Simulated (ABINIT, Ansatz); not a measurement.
# A GW chain in ABINIT: Li2SnF6 (P-31m), part 2 of 3

How does a plane-wave GW calculation on Li2SnF6 (P-31m) run from the first input to the gap?

ABINIT 10.8.3; PBEsol and many-body steps on it, plane waves. Known limits of the many-body steps: not at the basis limit; no spin-orbit coupling; coarse k mesh.

So far. Step 2 (Ground state): The gap is indirect, with the least direct gap 0.05 eV higher.

## 3. Bands along the symmetry lines

Level of this step: DFT, PBEsol, plane waves, norm-conserving pseudopotentials (ABINIT).

The cheap functional maps the bands first; the places of the edges decide which points the dearer methods must see.

File run.abi:

```
acell 3*1.0 Angstrom
rprim 
  4.909513934494 -0.000000000024 0.000000000000
  -2.454756967227 4.251763787517 0.000000000000
  0.000000000000 0.000000000000 4.538039080000
ntypat 3
znucl 3 50 9
natom 9
typat 1 1 2 3 3 3 3 3 3
xred 
  0.666666666667 0.333333333333 0.500000000000
  0.333333333333 0.666666666667 0.500000000000
  0.000000000000 0.000000000000 0.000000000000
  0.329091060000 0.329091060000 0.255027190000
  0.670908940000 0.670908940000 0.744972810000
  0.670908940000 0.000000000000 0.255027190000
  0.329091060000 0.000000000000 0.744972810000
  0.000000000000 0.670908940000 0.255027190000
  0.000000000000 0.329091060000 0.744972810000
pp_dirpath "pseudos"
pseudos "Li.upf, Sn.upf, F.upf"
ecut 44
iscf -2
irdden 1
kptopt 0
nkpt 43
kpt 
  0.00000000 0.00000000 0.00000000
  0.12500000 0.00000000 0.00000000
  0.25000000 0.00000000 0.00000000
  0.37500000 0.00000000 0.00000000
  0.50000000 0.00000000 0.00000000
  0.45833333 0.08333333 0.00000000
  0.41666666 0.16666666 0.00000000
  0.37500000 0.25000000 0.00000000
  0.33333333 0.33333333 0.00000000
  0.25000000 0.25000000 0.00000000
  0.16666666 0.16666666 0.00000000
  0.08333333 0.08333333 0.00000000
  0.00000000 0.00000000 0.00000000
  0.00000000 0.00000000 0.12500000
  0.00000000 0.00000000 0.25000000
  0.00000000 0.00000000 0.37500000
  0.00000000 0.00000000 0.50000000
  0.12500000 0.00000000 0.50000000
  0.25000000 0.00000000 0.50000000
  0.37500000 0.00000000 0.50000000
  0.50000000 0.00000000 0.50000000
  0.45833333 0.08333333 0.50000000
  0.41666666 0.16666666 0.50000000
  0.37500000 0.25000000 0.50000000
  0.33333333 0.33333333 0.50000000
  0.25000000 0.25000000 0.50000000
  0.16666666 0.16666666 0.50000000
  0.08333333 0.08333333 0.50000000
  0.00000000 0.00000000 0.50000000
  0.50000000 0.00000000 0.50000000
  0.50000000 0.00000000 0.37500000
  0.50000000 0.00000000 0.25000000
  0.50000000 0.00000000 0.12500000
  0.50000000 0.00000000 0.00000000
  0.33333333 0.33333333 0.50000000
  0.33333333 0.33333333 0.37500000
  0.33333333 0.33333333 0.25000000
  0.33333333 0.33333333 0.12500000
  0.33333333 0.33333333 0.00000000
  0.33333333 0.33333333 -0.12500000
  0.33333333 0.33333333 -0.25000000
  0.33333333 0.33333333 -0.37500000
  0.33333333 0.33333333 -0.50000000
istwfk *1
nband 42
nbdbuf 2
tolwfr 1e-08
nstep 40
prtwf 0
prtvol 0
indata_prefix "in"
outdata_prefix "out"
tmpdata_prefix "tmp"
```

On the command line:

```sh
$ OMP_NUM_THREADS=1 mpirun -n 4 abinit run.abi > log
```

Numbers of over 12 decimals in the logs are rounded to 6 here.

Log:

```text
.Version 10.8.3 of ABINIT. v10.8.2 released Aug 2026.

 Symmetries : space group P-3 1 m (#162); Bravais hP (primitive hexag.)
[... echo of the input left out ...]
== DATASET  1 ==================================================================
-   mpi_nproc: 4, omp_nthreads: 1 (-1 if OMP is not activated)

--- !DatasetInfo
iteration_state: {dtset: 1, }
dimensions: {natom: 9, nkpt: 43, mband: 42, nsppol: 1, nspinor: 1, nspden: 1, mpw: 8954, }
cutoff_energies: {ecut:  44.0, pawecutdg:  -1.0, }
electrons: {nelect:   7.00000000E+01, charge:   0.00000000E+00, occopt:   1.00000000E+00, tsmear:   1.00000000E-02, }

 Real(R)+Recip(G) space primitive vectors, cartesian coordinates (Bohr,Bohr^-1):
 R(1)=  9.2776367  0.0000000  0.0000000  G(1)=  0.1077861  0.0622303  0.0000000
 R(2)= -4.6388184  8.0346691  0.0000000  G(2)=  0.0000000  0.1244606  0.0000000
 R(3)=  0.0000000  0.0000000  8.5756510  G(3)=  0.0000000  0.0000000  0.1166092
 Unit cell volume ucvol=  6.3925254E+02 bohr^3
 Angles (23,13,12)=  9.00000000E+01  9.00000000E+01  1.20000000E+02 degrees

 getcut: wavevector=  0.0000  0.0000  0.0000  ngfft=  60  60  54
         ecut(hartree)=     44.000   => boxcut(ratio)=   2.10880

--- Pseudopotential description ------------------------------------------------
- Li Generated using ONCVPSP code by D. R. Hamann
-  3.00000   3.00000  180301                  znucl, zion, pspdat
12 -116133 1 -1 1944                          pspcod,pspxc,lmax,lloc,mmax
     nproj     2     2     0
  pspatm : epsatm=    1.78353975
         --- l  ekb(1:nproj) -->
             0   -5.364737   -1.535935
             1   -2.212846   -0.556291
 pspatm: atomic psp has been read  and splines computed

- Sn Generated using ONCVPSP code by D. R. Hamann
- 50.00000  22.00000  180301                  znucl, zion, pspdat
12 -116133 2 -1 1628                          pspcod,pspxc,lmax,lloc,mmax
     nproj     2     2     2
  pspatm : epsatm=   27.40034533
         --- l  ekb(1:nproj) -->
             0    9.713037   -0.634809
[...]
pspatm: atomic psp has been read  and splines computed

- F Generated using ONCVPSP code by D. R. Hamann
-  9.00000   7.00000  180301                  znucl, zion, pspdat
12 -116133 2 -1 832                           pspcod,pspxc,lmax,lloc,mmax
     nproj     2     2     1
  pspatm : epsatm=    4.89824381
         --- l  ekb(1:nproj) -->
[...]
2   -2.394754
 pspatm: atomic psp has been read  and splines computed

--------------------------------------------------------------------------------

================================================================================
 prteigrs : about to open file out_EIG
 Non-SCF case, kpt    1 (  0.00000  0.00000  0.00000), residuals and eigenvalues=
  3.09E-09  1.31E-09  4.61E-09  4.11E-09  4.53E-09  1.52E-09  5.74E-09  7.93E-09
[...]
-8.8254E-03 -8.4304E-03 -8.4304E-03 -6.5278E-03 -6.5278E-03  2.4204E-01
  4.0852E-01  4.1441E-01  4.1441E-01  5.1170E-01  5.1170E-01  5.6838E-01

--- !ResultsGS
iteration_state: {dtset: 1, }
comment   : Summary of ground state results
lattice_vectors:
- [  9.2776367,  -0.0000000,   0.0000000, ]
- [ -4.6388184,   8.0346691,   0.0000000, ]
- [  0.0000000,   0.0000000,   8.5756510, ]
lattice_lengths: [   9.27764,    9.27764,    8.57565, ]
lattice_angles: [ 90.000,  90.000, 120.000, ] # degrees, (23, 13, 12)
lattice_volume:   6.3925254E+02
convergence: {deltae:  0.000E+00, res2:  0.000E+00, residm:  9.985E-09, diffor:  0.000E+00, }
etotal    :  -3.83686149E+02
entropy   :   0.00000000E+00
fermie    :   5.66177751E-03
cartesian_stress_tensor: null
pressure_GPa: null
xred      :
- [  6.6667E-01,   3.3333E-01,   5.0000E-01, Li]
- [  3.3333E-01,   6.6667E-01,   5.0000E-01, Li]
- [  0.0000E+00,   0.0000E+00,   0.0000E+00, Sn]
- [  3.2909E-01,   3.2909E-01,   2.5503E-01,  F]
- [  6.7091E-01,   6.7091E-01,   7.4497E-01,  F]
- [  6.7091E-01,  -2.5894E-35,   2.5503E-01,  F]
- [  3.2909E-01,   2.5894E-35,   7.4497E-01,  F]
- [  0.0000E+00,   6.7091E-01,   2.5503E-01,  F]
- [  0.0000E+00,   3.2909E-01,   7.4497E-01,  F]
cartesian_forces: null
force_length_stats: {min: null, max: null, mean: null, }

 Integrated electronic density in atomic spheres:
 ------------------------------------------------
 Atom  Sphere_radius  Integrated_density
[...]
================================================================================

 ----iterations are completed or convergence reached----

 Mean square residual over all n,k,spin=   48.576E-10; max=  99.847E-10
 reduced coordinates (array xred) for    9 atoms
[...]
0.000000000000      0.670908940000      0.255027190000
       0.000000000000      0.329091060000      0.744972810000

 cartesian coordinates (angstrom) at end:
    1      2.454757     1.417255     2.269020
    2      1.333e-11     2.834509     2.269020
    3      0.000000     0.000000     0.000000
[...]
8     -1.646918     2.852546     1.157323
    9     -0.807839     1.399217     3.380716
 length scales=  1.889726125908  1.889726125908  1.889726125908 bohr
              =  1.000000000000  1.000000000000  1.000000000000 angstroms
 prteigrs : about to open file out_EIG
 Eigenvalues (hartree) for nkpt=  43  k points:
 kpt#   1, nband= 42, wtk=  1.00000, kpt=  0.0000  0.0000  0.0000 (reduced coord)
[...]
kpt#   2, nband= 42, wtk=  1.00000, kpt=  0.1250  0.0000  0.0000 (reduced coord)
[...]
kpt#   3, nband= 42, wtk=  1.00000, kpt=  0.2500  0.0000  0.0000 (reduced coord)
[...]
kpt#  42, nband= 42, wtk=  1.00000, kpt=  0.3333  0.3333 -0.3750 (reduced coord)
[...]
0.51633    0.56518
 kpt#  43, nband= 42, wtk=  1.00000, kpt=  0.3333  0.3333 -0.5000 (reduced coord)
[...]
-0.05063   -0.05063   -0.02791   -0.02791   -0.01583   -0.01241   -0.00883   -0.00843
  -0.00843   -0.00653   -0.00653    0.24204    0.40852    0.41441    0.41441    0.51170
   0.51170    0.56838

== END DATASET(S) ==============================================================
================================================================================

 -outvars: echo values of variables after computation  --------
            nband          42
             nkpt          43
          spgroup         162
 [... the other variables as echoed above ...]

 Calculation completed.
```

It took 90 s on 4 MPI ranks of Arm Neoverse V1, shared host; peak memory 0.58 GiB; 6 min of CPU time.

This step gave:

```
gap                        : 5.224 eV
k of the valence top       : 0.5, 0, 0
k of the conduction bottom : 0, 0, 0
least direct gap           : 5.274 eV
```

The gap is 5.224 eV, as in the run before at this level.

The electronic bands at the labelled points (eV, zero at the top of the highest filled band):

```csv
point,band 32,band 33,band 34,band 35,band 36,band 37,band 38,band 39
Γ,-0.28,-0.19,-0.19,-0.05,5.22,10.81,12.10,12.10
halfway,-0.54,-0.28,-0.16,-0.04,5.76,10.80,11.36,11.64
M,-0.35,-0.29,-0.20,0.00,6.33,10.01,10.94,12.41
halfway,-0.36,-0.24,-0.11,-0.01,6.37,10.08,10.72,12.30
K,-0.36,-0.18,-0.03,-0.03,6.42,10.31,10.31,12.29
halfway,-0.49,-0.39,-0.09,-0.04,5.89,10.64,11.32,11.64
Γ,-0.28,-0.19,-0.19,-0.05,5.22,10.81,12.10,12.10
halfway,-0.22,-0.22,-0.14,-0.14,5.70,10.27,11.97,11.97
A,-0.10,-0.10,-0.08,-0.08,6.18,9.81,11.83,11.83
halfway,-0.28,-0.20,-0.16,-0.16,6.35,10.30,11.08,11.75
L,-0.38,-0.34,-0.29,-0.28,6.46,10.83,10.86,11.63
halfway,-0.40,-0.33,-0.32,-0.29,6.44,10.90,10.91,11.44
H,-0.38,-0.38,-0.33,-0.33,6.43,10.96,11.12,11.12
halfway,-0.34,-0.21,-0.20,-0.16,6.38,10.43,11.01,11.68
A,-0.10,-0.10,-0.08,-0.08,6.18,9.81,11.83,11.83
jump to L,-0.38,-0.34,-0.29,-0.28,6.46,10.83,10.86,11.63
halfway,-0.41,-0.39,-0.12,-0.06,6.39,10.37,11.07,11.60
M,-0.35,-0.29,-0.20,0.00,6.33,10.01,10.94,12.41
jump to H,-0.38,-0.38,-0.33,-0.33,6.43,10.96,11.12,11.12
halfway,-0.61,-0.27,-0.07,-0.07,6.11,10.64,10.64,11.70
K,-0.36,-0.18,-0.03,-0.03,6.42,10.31,10.31,12.29
halfway,-0.30,-0.20,-0.11,-0.11,6.75,10.66,10.66,11.19
H2,-0.38,-0.38,-0.33,-0.33,6.43,10.96,11.12,11.12
```

## 4. Empty states on the mesh, 3×3×2 mesh, 89 bands

The sums over transitions need many empty states on a uniform mesh; this step solves for them.

File run.abi:

```
acell 3*1.0 Angstrom
rprim 
  4.909513934494 -0.000000000024 0.000000000000
  -2.454756967227 4.251763787517 0.000000000000
  0.000000000000 0.000000000000 4.538039080000
ntypat 3
znucl 3 50 9
natom 9
typat 1 1 2 3 3 3 3 3 3
xred 
  0.666666666667 0.333333333333 0.500000000000
  0.333333333333 0.666666666667 0.500000000000
  0.000000000000 0.000000000000 0.000000000000
  0.329091060000 0.329091060000 0.255027190000
  0.670908940000 0.670908940000 0.744972810000
  0.670908940000 0.000000000000 0.255027190000
  0.329091060000 0.000000000000 0.744972810000
  0.000000000000 0.670908940000 0.255027190000
  0.000000000000 0.329091060000 0.744972810000
pp_dirpath "pseudos"
pseudos "Li.upf, Sn.upf, F.upf"
ecut 44
ngkpt 3 3 2
nshiftk 1
shiftk 0 0 0
kptopt 1
chksymbreak 0
iscf -2
irdden 1
istwfk *1
nband 89
nbdbuf 8
tolwfr 1e-09
nstep 60
prtvol 0
indata_prefix "in"
outdata_prefix "out"
tmpdata_prefix "tmp"
```

Log:

```text
.Version 10.8.3 of ABINIT. v10.8.2 released Aug 2026.

 Symmetries : space group P-3 1 m (#162); Bravais hP (primitive hexag.)
[... echo of the input left out ...]
== DATASET  1 ==================================================================
-   mpi_nproc: 4, omp_nthreads: 1 (-1 if OMP is not activated)

--- !DatasetInfo
iteration_state: {dtset: 1, }
dimensions: {natom: 9, nkpt: 6, mband: 89, nsppol: 1, nspinor: 1, nspden: 1, mpw: 8940, }
cutoff_energies: {ecut:  44.0, pawecutdg:  -1.0, }
electrons: {nelect:   7.00000000E+01, charge:   0.00000000E+00, occopt:   1.00000000E+00, tsmear:   1.00000000E-02, }

 Real(R)+Recip(G) space primitive vectors, cartesian coordinates (Bohr,Bohr^-1):
 R(1)=  9.2776367  0.0000000  0.0000000  G(1)=  0.1077861  0.0622303  0.0000000
 R(2)= -4.6388184  8.0346691  0.0000000  G(2)=  0.0000000  0.1244606  0.0000000
 R(3)=  0.0000000  0.0000000  8.5756510  G(3)=  0.0000000  0.0000000  0.1166092
 Unit cell volume ucvol=  6.3925254E+02 bohr^3
 Angles (23,13,12)=  9.00000000E+01  9.00000000E+01  1.20000000E+02 degrees

 getcut: wavevector=  0.0000  0.0000  0.0000  ngfft=  60  60  54
         ecut(hartree)=     44.000   => boxcut(ratio)=   2.10880

--- Pseudopotential description ------------------------------------------------
- Li Generated using ONCVPSP code by D. R. Hamann
-  3.00000   3.00000  180301                  znucl, zion, pspdat
12 -116133 1 -1 1944                          pspcod,pspxc,lmax,lloc,mmax
     nproj     2     2     0
  pspatm : epsatm=    1.78353975
         --- l  ekb(1:nproj) -->
             0   -5.364737   -1.535935
             1   -2.212846   -0.556291
 pspatm: atomic psp has been read  and splines computed

- Sn Generated using ONCVPSP code by D. R. Hamann
- 50.00000  22.00000  180301                  znucl, zion, pspdat
12 -116133 2 -1 1628                          pspcod,pspxc,lmax,lloc,mmax
     nproj     2     2     2
  pspatm : epsatm=   27.40034533
         --- l  ekb(1:nproj) -->
             0    9.713037   -0.634809
[...]
pspatm: atomic psp has been read  and splines computed

- F Generated using ONCVPSP code by D. R. Hamann
-  9.00000   7.00000  180301                  znucl, zion, pspdat
12 -116133 2 -1 832                           pspcod,pspxc,lmax,lloc,mmax
     nproj     2     2     1
  pspatm : epsatm=    4.89824381
         --- l  ekb(1:nproj) -->
[...]
2   -2.394754
 pspatm: atomic psp has been read  and splines computed

--------------------------------------------------------------------------------

================================================================================
 prteigrs : about to open file out_EIG
 Non-SCF case, kpt    1 (  0.00000  0.00000  0.00000), residuals and eigenvalues=
  5.20E-10  3.22E-10  5.13E-10  6.60E-10  9.85E-10  2.07E-10  3.33E-10  9.26E-10
[...]
1.60E-07
 -4.6291E+00 -3.0067E+00 -3.0067E+00 -3.0064E+00 -1.4596E+00 -1.4585E+00
 -7.5554E-01 -7.5554E-01 -7.5370E-01 -7.2293E-01 -7.1910E-01 -7.1910E-01
 -6.6649E-01 -6.6649E-01 -6.6639E-01 -6.2565E-01 -6.2565E-01 -1.9798E-01
[...]
1.2126E+00  1.2210E+00  1.2887E+00  1.2887E+00  1.3197E+00  1.3197E+00
  1.3258E+00  1.3259E+00  1.3259E+00  1.3292E+00  1.3292E+00  1.3723E+00
  1.3881E+00  1.4116E+00  1.4116E+00  1.4273E+00  1.4273E+00
 prteigrs : prtvol=0 or 1, do not print more k-points.

--- !ResultsGS
iteration_state: {dtset: 1, }
comment   : Summary of ground state results
lattice_vectors:
- [  9.2776367,  -0.0000000,   0.0000000, ]
- [ -4.6388184,   8.0346691,   0.0000000, ]
- [  0.0000000,   0.0000000,   8.5756510, ]
lattice_lengths: [   9.27764,    9.27764,    8.57565, ]
lattice_angles: [ 90.000,  90.000, 120.000, ] # degrees, (23, 13, 12)
lattice_volume:   6.3925254E+02
convergence: {deltae:  0.000E+00, res2:  0.000E+00, residm:  9.978E-10, diffor:  0.000E+00, }
etotal    :  -3.83686149E+02
entropy   :   0.00000000E+00
fermie    :   5.66177751E-03
cartesian_stress_tensor: null
pressure_GPa: null
xred      :
- [  6.6667E-01,   3.3333E-01,   5.0000E-01, Li]
- [  3.3333E-01,   6.6667E-01,   5.0000E-01, Li]
- [  0.0000E+00,   0.0000E+00,   0.0000E+00, Sn]
- [  3.2909E-01,   3.2909E-01,   2.5503E-01,  F]
- [  6.7091E-01,   6.7091E-01,   7.4497E-01,  F]
- [  6.7091E-01,  -2.5894E-35,   2.5503E-01,  F]
- [  3.2909E-01,   2.5894E-35,   7.4497E-01,  F]
- [  0.0000E+00,   6.7091E-01,   2.5503E-01,  F]
- [  0.0000E+00,   3.2909E-01,   7.4497E-01,  F]
cartesian_forces: null
force_length_stats: {min: null, max: null, mean: null, }

 Integrated electronic density in atomic spheres:
 ------------------------------------------------
 Atom  Sphere_radius  Integrated_density
[...]
================================================================================

 ----iterations are completed or convergence reached----

 Mean square residual over all n,k,spin=   40.423E-11; max=  99.779E-11
 reduced coordinates (array xred) for    9 atoms
[...]
0.000000000000      0.670908940000      0.255027190000
       0.000000000000      0.329091060000      0.744972810000

 cartesian coordinates (angstrom) at end:
    1      2.454757     1.417255     2.269020
    2      1.333e-11     2.834509     2.269020
    3      0.000000     0.000000     0.000000
[...]
8     -1.646918     2.852546     1.157323
    9     -0.807839     1.399217     3.380716
 length scales=  1.889726125908  1.889726125908  1.889726125908 bohr
              =  1.000000000000  1.000000000000  1.000000000000 angstroms
 prteigrs : about to open file out_EIG
 Eigenvalues (hartree) for nkpt=   6  k points:
 kpt#   1, nband= 89, wtk=  0.05556, kpt=  0.0000  0.0000  0.0000 (reduced coord)
[...]
1.21257    1.22095    1.28870    1.28870    1.31968    1.31968    1.32578    1.32593
   1.32593    1.32916    1.32916    1.37228    1.38812    1.41160    1.41160    1.42726
   1.42726
 prteigrs : prtvol=0 or 1, do not print more k-points.

== END DATASET(S) ==============================================================
================================================================================

 -outvars: echo values of variables after computation  --------
            nband          89
             nkpt           6
          spgroup         162
 [... the other variables as echoed above ...]

 Calculation completed.
```

The job ended after 46 s (4 MPI ranks; peak memory 0.42 GiB; 3.1 min of CPU time).

This step gave:

| Item | Value |
| --- | --- |
| gap | 5.250 eV |
| k of the valence top | 0.3333, 0, 0 |
| k of the conduction bottom | 0, 0, 0 |
| least direct gap | 5.274 eV |
| k points computed | 6 |
| lowest point of the top converged band, above the valence top | 35.95 eV |

On this mesh the gap is 5.250 eV.

[end of part 2 of 3]

[Paths, hosts, dates, memory and timing lines, banners, echoed tables and standing remarks are left out of the program output.]

[Logs are printed without paths, hosts, clocks, repeated set-up lines and the standing remarks that a program may print on its own settings, such as how far it seeks lower states.]

[Runs of the session that timed out or met a known fault of the program may be left out.]

[Hosts, paths, dates, database ids (printed as entryN), source tags and the programs' standing remarks are cut or masked in the printed files.]

[G0W0 gaps are taken among the corrected bands and points alone; a level outside them can change the order at an edge.]

[Where Ansatz stands beside ABINIT at settings called matched, ABINIT's density can come from a denser mesh and the files from another edition; pairs whose starting gaps differed by over 0.03 eV were left out, so agreement reads better than it is.]
